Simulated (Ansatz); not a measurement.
**A hypothetical structure for Sr3Al**

Starting from a made-up structure for Sr3Al, the aim is the relaxed cell, its shortest contacts and, where a second run follows, its electronic structure.

Method: DFT, PBE, plane-wave PAW, files of the set soft_1, scalar-relativistic, no spin, cell and ions relaxed at zero pressure; PAW set soft_1, in the first sound run; inputs show where later runs differ, in Ansatz 0.2.0.

### Step 1. Set-up

Symmetry: Fm-3m, No. 225, cubic system. The conventional cell has a = 8.521 Å, b = 8.521 Å, c = 8.521 Å, α = 90.00°, β = 90.00°, γ = 90.00°. Nearest to Sr lie 4 Al at 3.69 Å and 4 Sr at 3.69 Å. Nearest to Sr lie 8 Sr at 3.69 Å. Al has 8 Sr at 3.69 Å nearest. Farther neighbours are not listed.

### Step 2. Relaxing cell and atoms

The guessed cell has no reason to be at equilibrium. It is relaxed with the atoms, within the space group of the guess.

input.yaml

```yaml
crystal:
  lattice:
    - [0.0, 4.2605, 4.2605]
    - [4.2605, 0.0, 4.2605]
    - [4.2605, 4.2605, 0.0]
  atoms:
    - { symbol: Sr, position: [0.75, 0.75, 0.75] }
    - { symbol: Sr, position: [0.5, 0.5, 0.5] }
    - { symbol: Sr, position: [0.25, 0.25, 0.25] }
    - { symbol: Al, position: [0.0, 0.0, 0.0] }
kpoints:
  mp_grid: { grid: [6, 6, 6] }
scf:
  occupations: { method: fermi_dirac, width: 0.05 }
hamiltonian:
  xc: pbe
  pseudopotentials: { kind: paw, azcp: { folder: soft_1 } }
relax:
  f_tol: 0.015
  max_steps: 70
  cell: {}
output:
  forces: true
  stress: true
```

The run is started by

```sh
ansatz run input.yaml --threads 4 --pin off --max-ram 8192MiB --backend cpu --events-out ev --progress --plain --runs-dir out
```

Numbers of over 12 decimals in the logs are rounded to 6 here.

The program printed:

```text
Engine: ansatz 0.2.0, x86_64-unknown-linux-gnu
Pseudopotentials: kind: paw
Pseudopotential: Sr, paw, valence charge 10, recommended cutoff 420 eV (normal), soft_1/Sr.paw.azcp
Pseudopotential: Al, paw, valence charge 3, recommended cutoff 420 eV (normal), soft_1/Al.paw.azcp
Functional definition: PBE
  parameter kappa = 0.804
  parameter beta = 0.066725
  exchange = pbe_x(kappa = kappa, mu = beta*pi^2/3)
  correlation = pbe_c(beta = beta)
Crystal: 4 atoms, lattice volume = 154.672 Å³
Basis set: ecut = 420 eV, 2975 PW (Γ), exchange–correlation on 90×90×90 points (8 copies of the dense FFT grid, shifted against one another)
Bands: 21, of which v1, the nominal top of the filled ones, is band 17 counted from 1 (16 counted from 0)
Symmetry: 48 space group operations
Space group: Fm-3m (ITA 225), of the structure as read, at distance tolerance 5.4e-5 Å
k-points: 16 of 216
Non-local potential: Sr, projectors of the file, l = 0: 3, l = 1: 2, l = 2: 2
Non-local potential: Al, projectors of the file, l = 0: 2, l = 1: 2, l = 2: 1
PAW form: soft (Blöchl's): semilocal exchange-correlation on the pseudo side does not see the compensation charge
PAW one-centre angular grid: Sr, 110 points (default); XC on 64 Gauss nodes
PAW one-centre angular grid: Al, 110 points (default); XC on 64 Gauss nodes
Initial density: superposition of atomic densities (chi_scale 0.1, normalization cell, long waves kept (reshape's long-wave potential 0.00 eV rms))
Initial wavefunctions: pseudopotential atomic-orbital guess
Functional: x = pbe(κ = 0.804, μ = 0.219515), c = pbe(β = 0.066725)
SCF iter   1: F=—  HF=-11169.987163 eV  |F-HF|=—  |Δ(HF+E_count)|=         —  Δρ=1.13e-2  dr2=3.23e-1  ethr=3.10e-3  ⟨swp⟩=10.1  Hψ=2184  notcnv=0
preconditioner: auto → Kerker (q_TF=auto, 2.109 Å⁻¹)  [metal: Δε(μ)=0.048 eV  Ē_g=2.902 eV  σ=0.050 eV  W_gap=0.23  n_scr=26 (ndim 8)  ℏωp=9.0 eV  f_vac=0.000  D(μ)=2.72/eV (n_scr^D=14)]
SCF iter   2: F=—  HF=-11169.983627 eV  |F-HF|=—  |Δ(HF+E_count)|=   3.54e-3  Δρ=7.73e-3  dr2=1.61e-1  ethr=9.78e-4  ⟨swp⟩=1.4  Hψ=473  notcnv=0
SCF iter   3: F=—  HF=-11169.971738 eV  |F-HF|=—  |Δ(HF+E_count)|=   1.19e-2  Δρ=1.21e-3  dr2=3.48e-3  ethr=4.89e-4  ⟨swp⟩=3.1  Hψ=511  notcnv=0
SCF iter   4: F=—  HF=-11169.971986 eV  |F-HF|=—  |Δ(HF+E_count)|=   2.48e-4  Δρ=1.73e-4  dr2=3.35e-5  ethr=1.06e-5  ⟨swp⟩=2.1  Hψ=424  notcnv=0
SCF iter   5: F=—  HF=-11169.972148 eV  |F-HF|=—  |Δ(HF+E_count)|=   1.62e-4  Δρ=7.98e-5  dr2=5.99e-6  ethr=1.01e-7  ⟨swp⟩=2.9  Hψ=767  notcnv=0
SCF iter   6: F=—  HF=-11169.972150 eV  |F-HF|=—  |Δ(HF+E_count)|=   1.96e-6  Δρ=1.79e-5  dr2=4.11e-7  ethr=1.82e-8  ⟨swp⟩=2.8  Hψ=613  notcnv=0
SCF iter   7: F=-11169.972150 eV  HF=-11169.972150 eV  |F-HF|=2.62e-8  |Δ(HF+E_count)|=   2.56e-8  Δρ=4.59e-6  dr2=5.65e-8  ethr=3.03e-10  ⟨swp⟩=6.0  Hψ=1319  notcnv=0
SCF 1 converged in 7 iterations: F = -11169.972150 eV  dr2 = 5.65e-8
  greatest PAW one-centre occupation: 0.988 electrons in one spin orbital (limit 2), on the Sr atom at site 1 (counted from 0), in its partial waves of l = 0
relax step   1: F+E_penalty+E_count = -11169.97214984 eV  Δ(F+E_penalty+E_count) = +0.000e0 eV  max|allowed force component| = 6.939e-17 eV/Å  Δτ_max = 0.0000 Å  P = -0.035 GPa  Ω = 154.672 Å³  (7 SCF iters, dr2 threshold 1.00e-7 eV, accepted)
Initial density: handed on by an earlier stage of this run
Initial wavefunctions: pseudopotential atomic-orbital guess (no wavefunctions were taken with the density)
iter 1 solved again at ethr=2.21e-7 eV; its pass at ethr=3.10e-3 eV (dr2=7.30e-5 eV) is discarded
SCF iter   1: F=—  HF=-11169.972057 eV  |F-HF|=—  |Δ(HF+E_count)|=         —  Δρ=4.52e-6  dr2=5.35e-8  ethr=2.21e-7  ⟨swp⟩=5.1  Hψ=3638  notcnv=0
eigensolver tolerance schedule: the retry pair's looser diagonalisation over-reported the residual by 1362.78 of it (diagonalisation noise at 0.11 of the residual, at the tolerance the schedule requests for it); recorded, not acted on — ethr = c·dr2/N_el stays at c = 1.0e-1
preconditioner: auto → Kerker (q_TF=auto, 2.109 Å⁻¹)  [metal: Δε(μ)=0.035 eV  Ē_g=2.841 eV  σ=0.050 eV  W_gap=0.17  n_scr=26 (ndim 8)  ℏωp=9.0 eV  f_vac=0.000  D(μ)=3.07/eV (n_scr^D=14)]
SCF iter   2: F=—  HF=-11169.972150 eV  |F-HF|=—  |Δ(HF+E_count)|=   9.33e-5  Δρ=3.02e-6  dr2=2.94e-8  ethr=1.62e-10  ⟨swp⟩=2.9  Hψ=683  notcnv=0
SCF iter   3: F=—  HF=-11169.972150 eV  |F-HF|=—  |Δ(HF+E_count)|=   6.73e-9  Δρ=8.63e-7  dr2=8.55e-10  ethr=8.90e-11  ⟨swp⟩=2.2  Hψ=436  notcnv=0
SCF iter   4: F=—  HF=-11169.972150 eV  |F-HF|=—  |Δ(HF+E_count)|=  1.27e-11  Δρ=2.69e-7  dr2=1.26e-10  ethr=2.59e-12  ⟨swp⟩=3.1  Hψ=563  notcnv=0
SCF iter   5: F=-11169.972150 eV  HF=-11169.972150 eV  |F-HF|=7.28e-12  |Δ(HF+E_count)|=  1.82e-11  Δρ=5.81e-8  dr2=9.06e-12  ethr=1.00e-12  ⟨swp⟩=5.9  Hψ=1310  notcnv=0
SCF 2 converged in 5 iterations: F = -11169.972150 eV  dr2 = 9.06e-12
relax step   2: F+E_penalty+E_count = -11169.97214985 eV  Δ(F+E_penalty+E_count) = -1.384e-8 eV  max|allowed force component| = 7.401e-17 eV/Å  Δτ_max = 0.0000 Å  P = -0.035 GPa  Ω = 154.672 Å³  stress off target by 3.46e-2 GPa  SCF on the basis re-selected at this cell (its energy is not comparable with the rows above)  (5 SCF iters)
basis re-selected at this cell: Δ(F+E_penalty+E_count) = -1.384e-8 eV, ΔP = +0.000 GPa vs the last step (what re-selecting the basis moved, of the pressure what is left beyond the Pulay correction that the steps carried, after the strain that the cell walked since its last selection, with what the two solves' SCF thresholds leave and, on support functions, any second-order correction that the steps lacked; it is no m [...]
SCF converged after 5 iterations
Free energy (F): -11169.972150 eV
Harris-Foulkes:  -11169.972150 eV  (|F-HF|=7.28e-12)
Internal energy: -11169.946452 eV  (E = F + TS)
E sigma→0 (E₀):  -11169.959301 eV
Entropy (-TS):   -0.025698 eV (-6.425 meV/atom)
Fermi energy:    6.390023 eV
--- Per-component energies (eV) ---
  E_band       = -352.442309
  E_kinetic    = 712.553839
  E_local      = -2254.722788  (includes V_loc(G=0)·N_el)
  E_nonlocal   = 710.171963
  E_hartree    = 549.554549
  E_xc         = -558.751730
  E_vxc        = -489.585419  (∫ρ·V_xc dr)
  E_paw        = -8539.941760  (= ΣΔE_a)
  E_vpaw       = -129.969001  (= ΣTr[D̂ρ^β])
  E_aug_tail   = -0.000045  (compensation charges beyond the density's cutoff)
  E_ewald      = -1788.810480
  E_smearing   = -0.025698  (= −TS)
  E_closure    = 0.000000  (closes the sum)
  Σ components = -11169.972150   (vs F -11169.972150, Δ=0.00e0)
--- Forces (eV/Å), atoms counted from 1 ---
  atom   1  Sr    -0.00000000     0.00000000     0.00000000
  atom   2  Sr    -0.00000000    -0.00000000    -0.00000000
  atom   3  Sr    -0.00000000    -0.00000000    -0.00000000
  atom   4  Al    -0.00000000     0.00000000     0.00000000
  max |Σ_I F_I| component: 2.22e-16 eV/Å
--- Stress (GPa, compression-positive) ---
       -0.034639       0.000000      -0.000000
        0.000000      -0.034639      -0.000000
       -0.000000       0.000000      -0.034639
  P = ⅓ Tr σ = -0.0346 GPa (-0.346 kbar)
--- Relaxed structure (1 steps of the walk, 1 accepted, 1 SCFs on fresh bases) ---
  F+E_penalty+E_count = -11169.97214985 eV   max|allowed force component| = 7.401e-17 eV/Å   (the final SCF, on the basis selected at the relaxed cell)
  cell:  # Å, volume = 154.6720 Å³
    - [0.0, 4.2605, 4.2605]
    - [4.2605, 0.0, 4.2605]
    - [4.2605, 4.2605, 0.0]
  atoms:
    - { symbol: Sr, position: [0.75, 0.75, 0.75] }
    - { symbol: Sr, position: [0.5, 0.5, 0.5] }
    - { symbol: Sr, position: [0.25, 0.25, 0.25] }
    - { symbol: Al, position: [0.0, 0.0, 0.0] }
```

It took 1.4 s on 4 threads of Intel Xeon 6975P-C (Granite Rapids), shared host; peak memory 0.51 GiB; 4.3 s of CPU time.

Little changed from the start: no atom moved by 0.005 Å and no cell edge by 0.1 %.

Numbers from this step:

| Item | Value |
| --- | --- |
| free energy | -11169.9721 eV |
| energy at zero smearing | -11169.9593 eV |
| smearing term TS | 0.02570 eV |
| Fermi energy | 6.390 eV |
| electrons | 33 |
| symmetry operations | 48 |
| pressure | -0.03464 GPa |

Shortest distances by pair of elements, guess and relaxed (not always the same contact):

```tsv
pair	guess (Å)	relaxed (Å)
Sr–Sr	3.690	3.690
Al–Sr	3.690	3.690
```

### Step 3. Electronic structure of the relaxed cell

A second self-consistent run takes a narrower smearing and the mesh shown in its input; the bands follow along the standard path of the relaxed lattice.

This step: DFT, PBE, plane-wave PAW, files of the set soft_1, scalar-relativistic, no spin, bands and density of states at the relaxed cell; PAW set soft_1 (Ansatz 0.2.0).

input.yaml, the sections that differ from step 2:

```yaml
kpoints:
  mp_grid: { grid: [6, 6, 6] }
  band_path:
    path:
      - [[0.0, 0.0, 0.0], [0.5, 0.0, 0.5], [0.5, 0.25, 0.75], [0.375, 0.375, 0.75], [0.0, 0.0, 0.0], [0.5, 0.5, 0.5], [0.625, 0.25, 0.625], [0.5, 0.25, 0.75], [0.5, 0.5, 0.5], [0.375, 0.375, 0.75]]
      - [[0.625, 0.25, 0.625], [0.5, 0.0, 0.5]]
    npoints: 8
scf:
  occupations: { method: fermi_dirac, width: 0.03 }
  n_extra_bands: 8
output:
  forces: true
  stress: true
  write_bands: true
  dos: { projected: true }
  write_density: true
  write_potential: true
  elf: true
  volumetric_format: npy
# crystal, hamiltonian: as in step 2
# relax: removed
```

The program printed:

```text
[...]
Crystal: 4 atoms, lattice volume = 154.672 Å³
Basis set: ecut = 420 eV, 2975 PW (Γ), exchange–correlation on 90×90×90 points (8 copies of the dense FFT grid, shifted against one another)
Bands: 25, of which v1, the nominal top of the filled ones, is band 17 counted from 1 (16 counted from 0)
[... 1 set-up line as in the run before ...]
[...]
k-points: 16 of 216
[...]
SCF iter   1: F=—  HF=-11169.980726 eV  |F-HF|=—  |Δ(HF+E_count)|=         —  Δρ=1.13e-2  dr2=3.27e-1  ethr=3.10e-3  ⟨swp⟩=13.0  Hψ=2851  notcnv=0
[...]
SCF iter   7: F=-11169.963968 eV  HF=-11169.963968 eV  |F-HF|=2.59e-8  |Δ(HF+E_count)|=   3.46e-8  Δρ=4.00e-6  dr2=5.17e-8  ethr=3.03e-10  ⟨swp⟩=19.3  Hψ=3381  notcnv=0
SCF 1 converged in 7 iterations: F = -11169.963968 eV  dr2 = 5.17e-8
[...]
NSCF: frozen V_eff on 82 k-points
SCF converged after 7 iterations
Free energy (F): -11169.963968 eV
[...]
Internal energy: -11169.954902 eV  (E = F + TS)
E sigma→0 (E₀):  -11169.959435 eV
Entropy (-TS):   -0.009066 eV (-2.266 meV/atom)
Fermi energy:    6.399280 eV
[...]
--- Stress (GPa, compression-positive) ---
       -0.066053       0.000000      -0.000000
        0.000000      -0.066053      -0.000000
        0.000000       0.000000      -0.066053
  P = ⅓ Tr σ = -0.0661 GPa (-0.661 kbar)
--- Band table (eV; the first three rows and the last of 16) ---
  k-point 0: bands = [... 13 lower, 5.8472, 5.8472, 5.8472, 6.3548, 6.3548, 6.4938, 7.4946, 7.4946, ... 4 higher]
  k-point 1: bands = [... 13 lower, 5.0635, 5.7477, 5.7477, 6.6401, 6.6401, 7.1451, 7.4850, 7.4850, ... 4 higher]
  k-point 2: bands = [... 13 lower, 4.2520, 5.6766, 5.6766, 6.8245, 7.1361, 7.1361, 7.5052, 7.5052, ... 4 higher]
  k-point 15: bands = [... 13 lower, 4.4388, 5.0431, 5.2105, 6.2931, 6.8965, 7.4786, 7.9250, 8.0825, ... 4 higher]
```

It took 1.9 s on 4 threads; peak memory 0.54 GiB; 6.4 s of CPU time.

In the SCF lines HF is the Harris–Foulkes energy and dr2 the Hartree energy of the density residual, in eV; the loop may stop once dr2 is under the threshold and the program's other checks hold. Hψ counts applications of the Hamiltonian.

Numbers from this step:

* free energy: -11169.9640 eV
* energy at zero smearing: -11169.9594 eV
* smearing term TS: 0.009066 eV
* Fermi energy: 6.399 eV
* pressure: -0.06605 GPa

bands.tsv at the labelled points (eV, zero at the Fermi level; the bands that come nearest the Fermi level along the path):

```
point  band 14  band 15  band 16  band 17  band 18  band 19  band 20  band 21
    Γ    -0.55    -0.55    -0.55    -0.04    -0.04     0.09     1.10     1.10
    X    -2.19    -0.98    -0.68    -0.27    -0.27     1.39     1.44     1.44
    W    -1.70    -1.70    -1.25    -0.06     0.86     0.86     1.56     1.61
    K    -1.93    -1.68    -0.59    -0.47     0.68     1.07     1.59     1.61
    Γ    -0.55    -0.55    -0.55    -0.04    -0.04     0.09     1.10     1.10
    L    -2.56    -0.73    -0.73     0.71     0.75     1.04     1.04     1.11
    U    -1.93    -1.68    -0.59    -0.47     0.68     1.07     1.59     1.61
    W    -1.70    -1.70    -1.25    -0.06     0.86     0.86     1.56     1.61
    L    -2.56    -0.73    -0.73     0.71     0.75     1.04     1.04     1.11
    K    -1.93    -1.68    -0.59    -0.47     0.68     1.07     1.59     1.61
    U    -1.93    -1.68    -0.59    -0.47     0.68     1.07     1.59     1.61
    X    -2.19    -0.98    -0.68    -0.27    -0.27     1.39     1.44     1.44
```

States per cell as run, both spins, in windows of 1 eV, from dos.tsv (zero at the Fermi level):

| from | to | total |
| --- | --- | --- |
| -8 | -7 | 0.00 |
| -7 | -6 | 0.00 |
| -6 | -5 | 0.07 |
| -5 | -4 | 1.93 |
| -4 | -3 | 0.00 |
| -3 | -2 | 1.61 |
| -2 | -1 | 1.62 |
| -1 | 0 | 3.80 |
| 0 | 1 | 4.37 |
| 1 | 2 | 6.20 |

A further 24.0 states lie below the table's range.

Electrostatic potential energy in the ac plane of the conventional cell at fractional y = 0.000, with atoms of Sr and Al within 0.2 Å of it. With pseudopotentials it is smooth inside the atoms' cores, unlike the true potential.

Values in eV, 13 rows by 16 columns, each cell a mean:
```
 -1  -6   6   9   8   4 -12 -62 -69 -27   1   7   9   8  -2  -4
  1   5   9   9   8   6   2  -4  -6   0   5   8   9   9   7   2
  9   9   9   8   8   8   7   7   7   7   8   8   8   9   9   9
  8   8   8   8   8   9   9   9   9   9   9   8   8   8   8   8
  0   3   6   8   9   9   8   5   5   7   9   9   8   7   4   0
-54 -18   2   8   9   8   0  -6  -5  -4   7   9   8   4  -8 -47
-77 -40   0   7   9   7  -5   3   7  -7   5   9   8   3 -20 -75
-37  -9   3   8   9   9   3  -6  -6  -1   8   9   8   5  -3 -29
  3   5   7   8   9   9   9   7   7   8   9   9   8   7   5   3
  9   9   8   8   8   8   9   9   9   9   9   8   8   8   9   9
  9   9   9   9   8   7   7   6   5   6   7   8   8   9   9   9
 -4   3   8   9   8   6   0 -14 -18  -3   4   8   9   9   5  -3
  4  -7   5   9   8   3 -17 -72 -76 -35   0   7   9   8  -4   0
```
Columns run along a (8.5 Å; values clipped at the 3rd and 97th percentile), rows up along c (8.5 Å), edges of the conventional cell, whose origin can differ from the input's. Atoms in or near the plane, at fractional coordinates: Sr at (0.50, 0.00), Sr at (0.00, 0.50), Al at (0.00, 0.00), Al at (0.50, 0.50).

Valence density in the ac plane of the conventional cell at fractional y = 0.000, with atoms of Sr and Al within 0.2 Å of it. It is the smooth field of the valence electrons, not physical close to the nuclei.

Values in e/Å³, 13 rows by 16 columns, each cell a mean:
```
0.1 0.2 0.1 0.1 0.1 0.1 0.7 2.2 2.3 1.2 0.2 0.1 0.1 0.1 0.2 0.1
0.2 0.1 0.1 0.1 0.1 0.1 0.1 0.4 0.5 0.2 0.1 0.1 0.1 0.1 0.1 0.2
0.1 0.1 0.1 0.1 0.0 0.0 0.1 0.1 0.1 0.1 0.1 0.0 0.0 0.1 0.1 0.1
0.1 0.1 0.1 0.0 0.0 0.1 0.1 0.1 0.1 0.1 0.1 0.0 0.0 0.0 0.1 0.1
0.3 0.1 0.1 0.1 0.1 0.1 0.1 0.1 0.1 0.1 0.1 0.1 0.1 0.1 0.1 0.2
2.0 0.9 0.1 0.1 0.1 0.1 0.2 0.1 0.1 0.2 0.1 0.1 0.1 0.1 0.5 1.8
2.2 1.6 0.2 0.1 0.1 0.1 0.2 0.1 0.1 0.2 0.1 0.1 0.1 0.1 1.0 2.4
1.5 0.6 0.1 0.1 0.1 0.1 0.2 0.2 0.2 0.2 0.1 0.1 0.1 0.1 0.4 1.3
0.1 0.1 0.1 0.0 0.1 0.1 0.1 0.1 0.1 0.1 0.1 0.1 0.0 0.1 0.1 0.1
0.1 0.1 0.1 0.0 0.0 0.1 0.1 0.1 0.1 0.1 0.1 0.0 0.0 0.1 0.1 0.1
0.1 0.1 0.1 0.1 0.0 0.0 0.1 0.1 0.1 0.1 0.1 0.0 0.1 0.1 0.1 0.1
0.2 0.2 0.1 0.1 0.1 0.1 0.2 0.8 0.9 0.4 0.1 0.1 0.1 0.1 0.1 0.2
0.1 0.2 0.1 0.1 0.1 0.1 0.9 2.3 2.3 1.5 0.2 0.1 0.1 0.1 0.2 0.1
```
Columns run along a (8.5 Å), rows up along c (8.5 Å), edges of the conventional cell, whose origin can differ from the input's. Atoms in or near the plane, at fractional coordinates: Sr at (0.50, 0.00), Sr at (0.00, 0.50), Al at (0.00, 0.00), Al at (0.50, 0.50).

ELF in the ac plane of the conventional cell at fractional y = 0.000, with atoms of Sr and Al within 0.2 Å of it. It is the smooth field of the valence electrons, not physical close to the nuclei.

Ten even steps from '_' (1.04 × 1e-1) to '@' (8.16 × 1e-1), each cell a mean:
```
....##@@%%%%**....##@@++--%%@@--__==##%%@@%%==..
--++%%@@%%##++::__==@@@@@@@@##..__==##%%%%@@##==
%%@@@@%%##**++::____==####**::__..==++##%%%%@@%%
@@@@%%##**==--::..____....______::--==++**%%%%@@
%%%%##**==::::::::::::......::::::::::--++##%%%%
####**++--....::--++++****++++==::....::==++####
======--::....::==**##%%%%####++--::..::--======
______..::::--==**##%%%%%%%%%%**++--::::::..____
==::____..--++**##%%@@@@@@@@%%%%**++==::____..--
@@%%==____==**##%%@@%%##**%%@@%%%%##++::__::##@@
##@@%%::__==##%%@@@@++....--%%@@%%##++..__**@@%%
..##@@==__==##%%@@%%--..++..**@@%%%%**....##@@--
--%%@@--__==##%%@@%%==......##@@%%%%**....##@@++
@@@@##..__==##%%%%@@##==--++%%@@%%##++::__==@@@@
##**::__..==++##%%%%@@%%%%@@@@%%##**++::____==##
..______::--==++**%%%%@@@@@@%%##**==--::..____..
....::::::::::--++##%%%%%%%%##**==::::::::::::..
**++++==::....::==++########**++--....::--++++**
%%####++--::..::--============--::....::==**##%%
%%%%%%**++--::::::..__________..::::--==**##%%%%
@@@@%%%%**++==::____..--==::____..--++**##%%@@@@
**%%@@%%%%##++::__::##@@@@%%==____==**##%%@@%%##
..--%%@@%%##++..__**@@%%##@@%%::__==##%%@@@@++..
++..**@@%%%%**....##@@--..##@@==__==##%%@@%%--..
```
Columns run along a (8.5 Å), rows up along c (8.5 Å), edges of the conventional cell, whose origin can differ from the input's. Atoms in or near the plane, at fractional coordinates: Sr at (0.50, 0.00), Sr at (0.00, 0.50), Al at (0.00, 0.00), Al at (0.50, 0.50).

### Step 4. Results

```yaml
space_group_relaxed: Fm-3m
conventional_cell: a = 8.521, b = 8.521, c = 8.521 Å; α = 90.0°, β = 90.0°, γ = 90.0°
volume_per_atom: 38.67 Å³ (guess 38.67)
```

Sr3Al relaxes to Fm-3m with a = 8.521, b = 8.521 and c = 8.521 Å. The guessed volume was near the relaxed one. The space group Fm-3m was held in the relaxation, so the end point is a stationary structure within it and may be a saddle against distortions or other arrangements. Bands cross the Fermi level, so it is a metal or semimetal at this level. The electron count is odd, which forces that without spin polarisation or a larger cell. On the 6×6×6 mesh with the narrower smearing (relaxed on 6×6×6) the forces vanish, as symmetry may demand, and the largest stress component is 0.066 GPa, against the relaxation's thresholds of 0.015 eV/Å and 0.05 GPa. The cutoff wasn't tested. No dispersion term is used, so weakly bound directions may come out too long. Nothing here tests whether the compound is stable against decomposition.

[Logs are printed without paths, hosts, clocks, repeated set-up lines and the standing remarks that a program may print on its own settings, such as how far it seeks lower states.]

[Hosts, paths, dates, database ids (printed as entryN), source tags and the programs' standing remarks are cut or masked in the printed files.]
